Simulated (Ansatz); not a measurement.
**Mg6CdPb: relaxing a made-up structure**

Starting from a made-up structure for Mg6CdPb, the aim is the relaxed cell, its shortest contacts and, where a second run follows, its electronic structure.

Method: DFT, PBEsol, plane-wave PAW, files of the set soft_1, scalar-relativistic, no spin, cell and ions relaxed at zero pressure; PAW set soft_1, in the first sound run; inputs show where later runs differ, in Ansatz 0.2.0.

**1. Starting point**

The structure is orthorhombic, space group Amm2 (No. 38). The conventional cell has a = 5.064 Å, b = 6.376 Å, c = 11.180 Å, α = 90.00°, β = 90.00°, γ = 90.00°. Nearest to Pb lie 10 Mg at 3.12 to 3.28 Å and 2 Cd at 3.19 Å. Nearest to Cd lie 10 Mg at 3.11 to 3.29 Å and 2 Pb at 3.19 Å. Nearest to Mg lie 2 Cd at 3.15 Å and 10 Mg at 3.15 to 3.28 Å. Nearest to Mg lie 10 Mg at 3.15 to 3.24 Å and 2 Pb at 3.16 Å. Nearest to Mg lie 2 Cd at 3.11 Å and 2 Pb at 3.12 Å and 8 Mg at 3.13 to 3.28 Å. Nearest to Mg lie 8 Mg at 3.13 to 3.21 Å and 2 Cd at 3.15 to 3.29 Å and 2 Pb at 3.15 to 3.28 Å. Farther neighbours are not listed.

Structure file:

```cif
data_structure
_symmetry_space_group_name_H-M 'P 1'
_symmetry_Int_Tables_number 1
_cell_length_a 5.0640
_cell_length_b 6.4352
_cell_length_c 6.4352
_cell_angle_alpha 59.393
_cell_angle_beta 90.000
_cell_angle_gamma 90.000
_cell_volume 180.49
loop_
_atom_site_label
_atom_site_type_symbol
_atom_site_fract_x
_atom_site_fract_y
_atom_site_fract_z
_atom_site_occupancy
Pb1 Pb 0.50000 0.16440 0.16440 1
Cd2 Cd 0.50000 0.66280 0.66280 1
Mg3 Mg 0.00000 0.83010 0.83010 1
Mg4 Mg 0.00000 0.33340 0.33340 1
Mg5 Mg 0.00000 0.33780 0.83400 1
Mg6 Mg 0.00000 0.83400 0.33780 1
Mg7 Mg 0.50000 0.16930 0.67230 1
Mg8 Mg 0.50000 0.67230 0.16930 1
```

**2. Relaxing cell and atoms**

The guess takes its coordinates from another compound and its volume from a rule, so the cell and any free coordinates are relaxed together.

input.yaml reads:

```yaml
crystal:
  lattice:
    - [5.064, 0.0, 0.0]
    - [0.0, 3.188, 5.59]
    - [0.0, -3.188, 5.59]
  atoms:
    - { symbol: Pb, position: [0.5, 0.1644, 0.1644] }
    - { symbol: Cd, position: [0.5, 0.6628, 0.6628] }
    - { symbol: Mg, position: [0.0, 0.8301, 0.8301] }
    - { symbol: Mg, position: [0.0, 0.3334, 0.3334] }
    - { symbol: Mg, position: [0.0, 0.3378, 0.834] }
    - { symbol: Mg, position: [0.0, 0.834, 0.3378] }
    - { symbol: Mg, position: [0.5, 0.1693, 0.6723] }
    - { symbol: Mg, position: [0.5, 0.6723, 0.1693] }
kpoints:
  mp_grid: { grid: [5, 5, 5] }
scf:
  occupations: { method: fermi_dirac, width: 0.05 }
hamiltonian:
  xc: pbesol
  pseudopotentials: { kind: paw, azcp: { folder: soft_1 }, xc_functional: pbe }
relax:
  f_tol: 0.015
  max_steps: 70
  cell: {}
output:
  forces: true
  stress: true
```

The run is started by

```sh
ansatz run input.yaml --threads 4 --pin off --max-ram 10240MiB --backend cpu --events-out ev --progress --plain --runs-dir out
```

Numbers of over 12 decimals in the logs are rounded to 6 here.

Log:

```text
Engine: ansatz 0.2.0, aarch64-unknown-linux-gnu
Pseudopotentials: kind: paw
Pseudopotential: Pb, paw, valence charge 14, recommended cutoff 420 eV (normal), soft_1/Pb.paw.azcp
Pseudopotential: Cd, paw, valence charge 20, recommended cutoff 420 eV (normal), soft_1/Cd.paw.azcp
Pseudopotential: Mg, paw, valence charge 10, recommended cutoff 420 eV (normal), soft_1/Mg.paw.azcp
Functional definition: PBEsol
  exchange = pbesol_x
  correlation = pbesol_c
Crystal: 8 atoms, lattice volume = 180.490 Å³
Basis set: ecut = 420 eV, 3533 PW (Γ), exchange–correlation on 72×90×90 points (8 copies of the dense FFT grid, shifted against one another)
Bands: 57, of which v1, the nominal top of the filled ones, is band 47 counted from 1 (46 counted from 0)
Symmetry: 4 space group operations
Space group: Amm2 (ITA 38), of the structure as read, at distance tolerance 5.7e-5 Å
k-points: 27 of 125 (time reversal used)
Non-local potential: Pb, projectors of the file, l = 0: 2, l = 1: 2, l = 2: 2, l = 3: 1
Non-local potential: Cd, projectors of the file, l = 0: 3, l = 1: 2, l = 2: 2, l = 3: 1
Non-local potential: Mg, projectors of the file, l = 0: 3, l = 1: 2, l = 2: 1
PAW form: soft (Blöchl's): semilocal exchange-correlation on the pseudo side does not see the compensation charge
PAW frozen core: Pb, regenerated for the run's functional, and the local potential with it (the file was generated under x = pbe(κ = 0.804, μ = 0.219515), c = pbe(β = 0.066725))
PAW frozen core: Cd, regenerated for the run's functional, and the local potential with it (the file was generated under x = pbe(κ = 0.804, μ = 0.219515), c = pbe(β = 0.066725))
PAW frozen core: Mg, regenerated for the run's functional, and the local potential with it (the file was generated under x = pbe(κ = 0.804, μ = 0.219515), c = pbe(β = 0.066725))
PAW one-centre angular grid: Pb, 590 points (default); XC on 64 Gauss nodes
PAW one-centre angular grid: Cd, 590 points (default); XC on 64 Gauss nodes
PAW one-centre angular grid: Mg, 110 points (default); XC on 64 Gauss nodes
Initial density: superposition of atomic densities (chi_scale 0.1, normalization cell, long waves kept (reshape's long-wave potential 0.03 eV rms))
Initial wavefunctions: pseudopotential atomic-orbital guess
Functional: x = pbesol(κ = 0.804, μ = 0.123457), c = pbesol(β = 0.046)
SCF iter   1: F=—  HF=-31416.656555 eV  |F-HF|=—  |Δ(HF+E_count)|=         —  Δρ=4.27e-2  dr2=9.56e0  ethr=3.10e-3  ⟨swp⟩=9.9  Hψ=6793  notcnv=0  defer=6
preconditioner: auto → Kerker (q_TF=auto, 2.447 Å⁻¹)  [metal: Δε(μ)=0.055 eV  Ē_g=9.427 eV  σ=0.050 eV  W_gap=0.27  n_scr=44 (ndim 8)  ℏωp=17.0 eV  f_vac=0.000  D(μ)=4.46/eV (n_scr^D=26)]
SCF iter   2: F=—  HF=-31414.815232 eV  |F-HF|=—  |Δ(HF+E_count)|=    1.84e0  Δρ=2.18e-2  dr2=3.39e0  ethr=3.10e-3  ⟨swp⟩=3.0  Hψ=2646  notcnv=0  defer=71
SCF iter   3: F=—  HF=-31413.967076 eV  |F-HF|=—  |Δ(HF+E_count)|=   8.48e-1  Δρ=7.22e-3  dr2=3.70e-1  ethr=3.10e-3  ⟨swp⟩=3.1  Hψ=2665  notcnv=0  defer=70
SCF iter   4: F=—  HF=-31413.872579 eV  |F-HF|=—  |Δ(HF+E_count)|=   9.45e-2  Δρ=2.34e-3  dr2=1.43e-2  ethr=3.93e-4  ⟨swp⟩=3.3  Hψ=2196  notcnv=0  defer=70
SCF iter   5: F=—  HF=-31413.869166 eV  |F-HF|=—  |Δ(HF+E_count)|=   3.41e-3  Δρ=7.45e-4  dr2=2.43e-3  ethr=1.52e-5  ⟨swp⟩=2.6  Hψ=2791  notcnv=0  defer=62
SCF iter   6: F=—  HF=-31413.868372 eV  |F-HF|=—  |Δ(HF+E_count)|=   7.94e-4  Δρ=2.30e-4  dr2=1.99e-4  ethr=2.58e-6  ⟨swp⟩=2.0  Hψ=1995  notcnv=0  defer=62
SCF iter   7: F=—  HF=-31413.868312 eV  |F-HF|=—  |Δ(HF+E_count)|=   5.99e-5  Δρ=3.73e-5  dr2=5.92e-6  ethr=2.11e-7  ⟨swp⟩=2.0  Hψ=1996  notcnv=0  defer=62
SCF iter   8: F=—  HF=-31413.868220 eV  |F-HF|=—  |Δ(HF+E_count)|=   9.17e-5  Δρ=1.30e-5  dr2=4.17e-7  ethr=6.30e-9  ⟨swp⟩=2.0  Hψ=1895  notcnv=0  defer=62
SCF iter   9: F=-31413.868220 eV  HF=-31413.868220 eV  |F-HF|=3.46e-8  |Δ(HF+E_count)|=   1.02e-7  Δρ=4.32e-6  dr2=3.22e-8  ethr=1.06e-10  ⟨swp⟩=4.7  Hψ=4839  notcnv=0
SCF 1 converged in 9 iterations: F = -31413.868220 eV  dr2 = 3.22e-8
  greatest PAW one-centre occupation: 1.000 electrons in one spin orbital (limit 2), on the Cd atom at site 1 (counted from 0), in its partial waves of l = 0
relax step   1: F+E_penalty+E_count = -31413.86822024 eV  Δ(F+E_penalty+E_count) = +0.000e0 eV  max|allowed force component| = 2.536e-1 eV/Å  Δτ_max = 0.0000 Å  P = +0.328 GPa  Ω = 180.490 Å³  (9 SCF iters, dr2 threshold 1.00e-7 eV, accepted)
Crystal: 8 atoms, lattice volume = 181.809 Å³
Basis set: ecut = 420 eV, 3557 PW (Γ), exchange–correlation on 72×90×90 points (8 copies of the dense FFT grid, shifted against one another)
Initial density: handed on by an earlier stage of this run
Initial wavefunctions: those handed on with the density
iter 1 solved again at ethr=2.32e-5 eV; its pass at ethr=3.10e-3 eV (dr2=2.18e-2 eV) is discarded
SCF iter   1: F=—  HF=-31413.944329 eV  |F-HF|=—  |Δ(HF+E_count)|=         —  Δρ=2.85e-3  dr2=2.18e-2  ethr=2.32e-5  ⟨swp⟩=2.5  Hψ=7727  notcnv=0
preconditioner: auto → Kerker (q_TF=auto, 2.444 Å⁻¹)  [metal: Δε(μ)=0.023 eV  Ē_g=11.095 eV  σ=0.050 eV  W_gap=0.11  n_scr=44 (ndim 8)  ℏωp=17.0 eV  f_vac=0.000  D(μ)=3.78/eV (n_scr^D=22)]
SCF iter   2: F=—  HF=-31413.940435 eV  |F-HF|=—  |Δ(HF+E_count)|=   3.89e-3  Δρ=1.68e-3  dr2=8.99e-3  ethr=2.32e-5  ⟨swp⟩=1.0  Hψ=1539  notcnv=0
SCF iter   3: F=—  HF=-31413.938066 eV  |F-HF|=—  |Δ(HF+E_count)|=   2.37e-3  Δρ=2.98e-4  dr2=3.54e-4  ethr=9.56e-6  ⟨swp⟩=2.0  Hψ=2061  notcnv=0
SCF iter   4: F=—  HF=-31413.937908 eV  |F-HF|=—  |Δ(HF+E_count)|=   1.58e-4  Δρ=1.53e-4  dr2=4.99e-5  ethr=3.76e-7  ⟨swp⟩=2.1  Hψ=2626  notcnv=0
SCF iter   5: F=—  HF=-31413.937891 eV  |F-HF|=—  |Δ(HF+E_count)|=   1.70e-5  Δρ=4.23e-5  dr2=4.62e-6  ethr=5.31e-8  ⟨swp⟩=2.0  Hψ=2813  notcnv=0
SCF iter   6: F=-31413.937890 eV  HF=-31413.937890 eV  |F-HF|=2.14e-7  |Δ(HF+E_count)|=   7.85e-7  Δρ=1.21e-5  dr2=3.47e-7  ethr=8.51e-10  ⟨swp⟩=5.0  Hψ=5094  notcnv=0
SCF 2 converged in 6 iterations: F = -31413.937890 eV  dr2 = 3.47e-7
relax step   2: F+E_penalty+E_count = -31413.93788985 eV  Δ(F+E_penalty+E_count) = -6.967e-2 eV  max|allowed force component| = 6.176e-2 eV/Å  Δτ_max = 0.0535 Å  P = -0.063 GPa  Ω = 181.809 Å³  energy of the carried Pulay correction = -9.152e-5 eV  (6 SCF iters, dr2 threshold 8.00e-7 eV, accepted)
Crystal: 8 atoms, lattice volume = 181.556 Å³
Basis set: ecut = 420 eV, 3553 PW (Γ), exchange–correlation on 72×90×90 points (8 copies of the dense FFT grid, shifted against one another)
iter 1 solved again at ethr=7.36e-6 eV; its pass at ethr=3.10e-3 eV (dr2=6.92e-3 eV) is discarded
SCF iter   1: F=—  HF=-31413.963120 eV  |F-HF|=—  |Δ(HF+E_count)|=         —  Δρ=1.42e-3  dr2=6.87e-3  ethr=7.36e-6  ⟨swp⟩=2.5  Hψ=7923  notcnv=0
preconditioner: auto → Kerker (q_TF=auto, 2.445 Å⁻¹)  [metal: Δε(μ)=0.077 eV  Ē_g=11.077 eV  σ=0.050 eV  W_gap=0.36  n_scr=44 (ndim 8)  ℏωp=17.0 eV  f_vac=0.000  D(μ)=2.66/eV (n_scr^D=8)]
SCF iter   2: F=—  HF=-31413.962131 eV  |F-HF|=—  |Δ(HF+E_count)|=   9.89e-4  Δρ=8.72e-4  dr2=3.11e-3  ethr=7.31e-6  ⟨swp⟩=1.0  Hψ=1539  notcnv=0
SCF iter   3: F=—  HF=-31413.961399 eV  |F-HF|=—  |Δ(HF+E_count)|=   7.32e-4  Δρ=1.71e-4  dr2=9.34e-5  ethr=3.30e-6  ⟨swp⟩=2.0  Hψ=2056  notcnv=0
SCF iter   4: F=—  HF=-31413.961263 eV  |F-HF|=—  |Δ(HF+E_count)|=   1.36e-4  Δρ=4.23e-5  dr2=6.79e-6  ethr=9.94e-8  ⟨swp⟩=2.0  Hψ=2056  notcnv=0
SCF iter   5: F=-31413.961261 eV  HF=-31413.961261 eV  |F-HF|=2.31e-7  |Δ(HF+E_count)|=   1.36e-6  Δρ=1.57e-5  dr2=3.96e-7  ethr=8.51e-10  ⟨swp⟩=5.0  Hψ=5229  notcnv=0
SCF 3 converged in 5 iterations: F = -31413.961261 eV  dr2 = 3.96e-7
relax step   3: F+E_penalty+E_count = -31413.96126118 eV  Δ(F+E_penalty+E_count) = -2.337e-2 eV  max|allowed force component| = 9.315e-2 eV/Å  Δτ_max = 0.0276 Å  P = -0.020 GPa  Ω = 181.556 Å³  energy of the carried Pulay correction = -7.401e-5 eV  (5 SCF iters, dr2 threshold 8.00e-7 eV, accepted)
Crystal: 8 atoms, lattice volume = 181.474 Å³
Basis set: ecut = 420 eV, 3561 PW (Γ), exchange–correlation on 72×90×90 points (8 copies of the dense FFT grid, shifted against one another)
iter 1 solved again at ethr=1.28e-5 eV; its pass at ethr=3.10e-3 eV (dr2=1.20e-2 eV) is discarded
SCF iter   1: F=—  HF=-31413.970423 eV  |F-HF|=—  |Δ(HF+E_count)|=         —  Δρ=1.91e-3  dr2=1.22e-2  ethr=1.28e-5  ⟨swp⟩=2.6  Hψ=7492  notcnv=0
preconditioner: auto → Kerker (q_TF=auto, 2.445 Å⁻¹)  [metal: Δε(μ)=0.064 eV  Ē_g=11.081 eV  σ=0.050 eV  W_gap=0.31  n_scr=44 (ndim 8)  ℏωp=17.0 eV  f_vac=0.000  D(μ)=2.38/eV (n_scr^D=8)]
SCF iter   2: F=—  HF=-31413.968281 eV  |F-HF|=—  |Δ(HF+E_count)|=   2.14e-3  Δρ=1.09e-3  dr2=4.72e-3  ethr=1.28e-5  ⟨swp⟩=2.0  Hψ=1641  notcnv=0
SCF iter   3: F=—  HF=-31413.967148 eV  |F-HF|=—  |Δ(HF+E_count)|=   1.13e-3  Δρ=1.90e-4  dr2=1.50e-4  ethr=5.02e-6  ⟨swp⟩=2.0  Hψ=2056  notcnv=0
SCF iter   4: F=—  HF=-31413.966998 eV  |F-HF|=—  |Δ(HF+E_count)|=   1.51e-4  Δρ=4.32e-5  dr2=1.25e-5  ethr=1.59e-7  ⟨swp⟩=2.0  Hψ=2045  notcnv=0
SCF iter   5: F=-31413.966995 eV  HF=-31413.966995 eV  |F-HF|=4.12e-7  |Δ(HF+E_count)|=   2.38e-6  Δρ=1.95e-5  dr2=5.29e-7  ethr=5.77e-10  ⟨swp⟩=4.0  Hψ=6155  notcnv=0
SCF 4 converged in 5 iterations: F = -31413.966995 eV  dr2 = 5.29e-7
relax step   4: F+E_penalty+E_count = -31413.96699485 eV  Δ(F+E_penalty+E_count) = -5.734e-3 eV  max|allowed force component| = 4.015e-2 eV/Å  Δτ_max = 0.0406 Å  P = +0.007 GPa  Ω = 181.474 Å³  energy of the carried Pulay correction = -6.836e-5 eV  (5 SCF iters, dr2 threshold 5.42e-7 eV, accepted)
Crystal: 8 atoms, lattice volume = 181.534 Å³
Basis set: ecut = 420 eV, 3545 PW (Γ), exchange–correlation on 72×90×90 points (8 copies of the dense FFT grid, shifted against one another)
iter 1 solved again at ethr=3.79e-7 eV; its pass at ethr=3.10e-3 eV (dr2=3.56e-4 eV) is discarded
SCF iter   1: F=—  HF=-31413.968385 eV  |F-HF|=—  |Δ(HF+E_count)|=         —  Δρ=3.66e-4  dr2=3.34e-4  ethr=3.79e-7  ⟨swp⟩=3.0  Hψ=7406  notcnv=0
preconditioner: auto → Kerker (q_TF=auto, 2.445 Å⁻¹)  [metal: Δε(μ)=0.065 eV  Ē_g=11.073 eV  σ=0.050 eV  W_gap=0.31  n_scr=44 (ndim 8)  ℏωp=17.0 eV  f_vac=0.000  D(μ)=2.38/eV (n_scr^D=8)]
SCF iter   2: F=—  HF=-31413.968325 eV  |F-HF|=—  |Δ(HF+E_count)|=   6.00e-5  Δρ=2.05e-4  dr2=1.15e-4  ethr=3.55e-7  ⟨swp⟩=2.0  Hψ=1676  notcnv=0
SCF iter   3: F=—  HF=-31413.968211 eV  |F-HF|=—  |Δ(HF+E_count)|=   1.15e-4  Δρ=3.24e-5  dr2=4.55e-6  ethr=1.23e-7  ⟨swp⟩=2.0  Hψ=2053  notcnv=0
SCF iter   4: F=—  HF=-31413.968210 eV  |F-HF|=—  |Δ(HF+E_count)|=   1.07e-6  Δρ=1.04e-5  dr2=3.27e-7  ethr=4.84e-9  ⟨swp⟩=2.0  Hψ=1823  notcnv=0
SCF iter   5: F=-31413.968210 eV  HF=-31413.968210 eV  |F-HF|=5.24e-8  |Δ(HF+E_count)|=   8.59e-8  Δρ=5.93e-6  dr2=5.34e-8  ethr=1.31e-10  ⟨swp⟩=4.2  Hψ=4774  notcnv=0
SCF 5 converged in 5 iterations: F = -31413.968210 eV  dr2 = 5.34e-8
relax step   5: F+E_penalty+E_count = -31413.96820972 eV  Δ(F+E_penalty+E_count) = -1.215e-3 eV  max|allowed force component| = 5.681e-3 eV/Å  Δτ_max = 0.0084 Å  P = -0.012 GPa  Ω = 181.534 Å³  energy of the carried Pulay correction = -7.253e-5 eV  (5 SCF iters, dr2 threshold 1.23e-7 eV, accepted)
Initial wavefunctions: pseudopotential atomic-orbital guess (no wavefunctions were taken with the density)
iter 1 solved again at ethr=2.48e-8 eV; its pass at ethr=3.10e-3 eV (dr2=2.33e-5 eV) is discarded
SCF iter   1: F=—  HF=-31413.968807 eV  |F-HF|=—  |Δ(HF+E_count)|=         —  Δρ=3.60e-4  dr2=5.28e-6  ethr=2.48e-8  ⟨swp⟩=3.8  Hψ=10875  notcnv=0
preconditioner: auto → Kerker (q_TF=auto, 2.445 Å⁻¹)  [metal: Δε(μ)=0.065 eV  Ē_g=11.073 eV  σ=0.050 eV  W_gap=0.31  n_scr=44 (ndim 8)  ℏωp=17.0 eV  f_vac=0.000  D(μ)=2.39/eV (n_scr^D=8)]
SCF iter   2: F=—  HF=-31413.968419 eV  |F-HF|=—  |Δ(HF+E_count)|=   3.88e-4  Δρ=1.82e-4  dr2=1.35e-6  ethr=5.62e-9  ⟨swp⟩=2.0  Hψ=1750  notcnv=0
SCF iter   3: F=—  HF=-31413.968313 eV  |F-HF|=—  |Δ(HF+E_count)|=   1.06e-4  Δρ=4.07e-6  dr2=1.60e-8  ethr=1.44e-9  ⟨swp⟩=2.0  Hψ=1801  notcnv=0
SCF iter   4: F=—  HF=-31413.968313 eV  |F-HF|=—  |Δ(HF+E_count)|=   2.99e-8  Δρ=1.11e-6  dr2=4.37e-9  ethr=1.70e-11  ⟨swp⟩=2.0  Hψ=2802  notcnv=0
SCF iter   5: F=—  HF=-31413.968313 eV  |F-HF|=—  |Δ(HF+E_count)|=  3.78e-10  Δρ=5.51e-7  dr2=9.82e-10  ethr=4.65e-12  ⟨swp⟩=2.3  Hψ=2671  notcnv=0
SCF iter   6: F=-31413.968313 eV  HF=-31413.968313 eV  |F-HF|=2.18e-11  |Δ(HF+E_count)|=  2.98e-10  Δρ=1.46e-7  dr2=2.79e-11  ethr=1.00e-12  ⟨swp⟩=3.1  Hψ=6639  notcnv=0
SCF 6 converged in 6 iterations: F = -31413.968313 eV  dr2 = 2.79e-11
relax step   6: F+E_penalty+E_count = -31413.96831323 eV  Δ(F+E_penalty+E_count) = -1.035e-4 eV  max|allowed force component| = 5.730e-3 eV/Å  Δτ_max = 0.0000 Å  P = -0.011 GPa  Ω = 181.534 Å³  stress off target by 3.57e-2 GPa  SCF on the basis re-selected at this cell (its energy is not comparable with the rows above)  (6 SCF iters)
basis re-selected at this cell: Δ(F+E_penalty+E_count) = -1.035e-4 eV, ΔP = +0.001 GPa vs the last step (what re-selecting the basis moved, of the pressure what is left beyond the Pulay correction that the steps carried, after the strain that the cell walked since its last selection, with what the two solves' SCF thresholds leave and, on support functions, any second-order correction that the steps lacked; it is no m [...]
SCF converged after 6 iterations
Free energy (F): -31413.968313 eV
Harris-Foulkes:  -31413.968313 eV  (|F-HF|=2.18e-11)
Internal energy: -31413.947197 eV  (E = F + TS)
E sigma→0 (E₀):  -31413.957755 eV
Entropy (-TS):   -0.021116 eV (-2.640 meV/atom)
Fermi energy:    7.947920 eV
--- Per-component energies (eV) ---
  E_band       = -2607.977821
  E_kinetic    = 1153.338509
  E_local      = -14772.465728  (includes V_loc(G=0)·N_el)
  E_nonlocal   = 1603.929130
  E_hartree    = 5514.280342
  E_xc         = -515.745320
  E_vxc        = -536.321649  (∫ρ·V_xc dr)
  E_paw        = -16013.411614  (= ΣΔE_a)
  E_vpaw       = -1085.018412  (= ΣTr[D̂ρ^β])
  E_aug_tail   = -0.000619  (compensation charges beyond the density's cutoff)
  E_ewald      = -8384.629203
  E_core_change = 0.757305  (= ΣΔE_core)
  E_smearing   = -0.021116  (= −TS)
  E_closure    = -0.000000  (closes the sum)
  Σ components = -31413.968313   (vs F -31413.968313, Δ=0.00e0)
--- Forces (eV/Å), atoms counted from 1 ---
  atom   1  Pb     0.00000000    -0.00000000    -0.00226087
  atom   2  Cd    -0.00000000    -0.00000000    -0.00405857
  atom   3  Mg    -0.00000000     0.00000000    -0.00573019
  atom   4  Mg     0.00000000    -0.00000000    -0.00103986
  atom   5  Mg     0.00000000     0.00125336     0.00371764
  atom   6  Mg    -0.00000000    -0.00125336     0.00371764
  atom   7  Mg     0.00000000     0.00505620     0.00282669
  atom   8  Mg     0.00000000    -0.00505620     0.00282669
  max |Σ_I F_I| component: 8.25e-7 eV/Å
--- Stress (GPa, compression-positive) ---
       -0.035674       0.000000       0.000000
        0.000000       0.005192      -0.000000
        0.000000      -0.000000      -0.001142
  P = ⅓ Tr σ = -0.0105 GPa (-0.105 kbar)
--- Relaxed structure (5 steps of the walk, 5 accepted, 1 SCFs on fresh bases) ---
  F+E_penalty+E_count = -31413.96831323 eV   max|allowed force component| = 5.730e-3 eV/Å   (the final SCF, on the basis selected at the relaxed cell)
  cell:  # Å, volume = 181.5344 Å³
    - [5.001982, 0.0, 0.0]
    - [0.0, 3.352953, 5.412020]
    - [0.0, -3.352953, 5.412020]
  atoms:
    - { symbol: Pb, position: [0.500000, 0.163032, 0.163032] }
    - { symbol: Cd, position: [0.500000, 0.666758, 0.666758] }
    - { symbol: Mg, position: [0.0, 0.836746, 0.836746] }
    - { symbol: Mg, position: [0.0, 0.337423, 0.337423] }
    - { symbol: Mg, position: [0.0, 0.348243, 0.825283] }
    - { symbol: Mg, position: [0.0, 0.825283, 0.348243] }
    - { symbol: Mg, position: [0.500000, 0.164105, 0.662509] }
    - { symbol: Mg, position: [0.500000, 0.662509, 0.164105] }
```

It took 33 s on 4 threads of Arm Neoverse V1, shared host; peak memory 0.63 GiB.

The steps of the relaxation:

```csv
step,energy less that of the first step (eV),largest force component (eV/Å),pressure (GPa),volume (Å³)
1,0.0000,0.2536,0.33,180.49
2,-0.0697,0.0618,-0.06,181.81
3,-0.0930,0.0931,-0.02,181.56
4,-0.0988,0.0401,0.01,181.47
5,-0.1000,0.0057,-0.01,181.53
6*,-0.1001,0.0057,-0.01,181.53
```

Relaxation steps marked * repeat the geometry before them on a plane-wave basis chosen anew for their cell, so energy and pressure can jump there.

The run keeps the 4 symmetry operations that it works with, so distortions that break them were not tested.

```csv
"conventional cell, symmetrised",before,after,change
a (Å),5.064,5.002,-1.2 %
b (Å),6.376,6.706,+5.2 %
c (Å),11.180,10.824,-3.2 %
volume (Å³/atom),22.56,22.69,+0.6 %
```

The atoms that moved most (Å, as changes of fractional coordinates times the final cell):

```csv
atom,dx,dy,dz,length
Mg7,0.000,0.015,-0.081,0.083
Mg8,0.000,-0.015,-0.081,0.083
Mg3,0.000,0.000,0.072,0.072
Mg6,0.000,-0.064,0.009,0.065
Mg5,0.000,0.064,0.009,0.065
Mg4,0.000,0.000,0.044,0.044
Cd2,0.000,0.000,0.043,0.043
Pb1,0.000,0.000,-0.015,0.015
```

Numbers from this step:

```
free energy             : -31413.9683 eV
energy at zero smearing : -31413.9578 eV
smearing term TS        : 0.02112 eV
Fermi energy            : 7.948 eV
electrons               : 94
symmetry operations     : 4
pressure                : -0.01054 GPa
```

Shortest distances by pair of elements, guess and relaxed (not always the same contact):

```csv
pair,guess (Å),relaxed (Å)
Cd–Mg,3.107,3.092
Mg–Mg,3.133,3.118
Mg–Pb,3.124,3.133
Cd–Pb,3.188,3.353
Pb–Pb,5.064,5.002
```

The relaxation ends with a largest force component of 0.0057 eV/Å and a pressure of -0.01 GPa.

(Part 1 of 2 ends here.)

[Logs are printed without paths, hosts, clocks, repeated set-up lines and the standing remarks that a program may print on its own settings, such as how far it seeks lower states.]

[Hosts, paths, dates, database ids (printed as entryN), source tags and the programs' standing remarks are cut or masked in the printed files.]
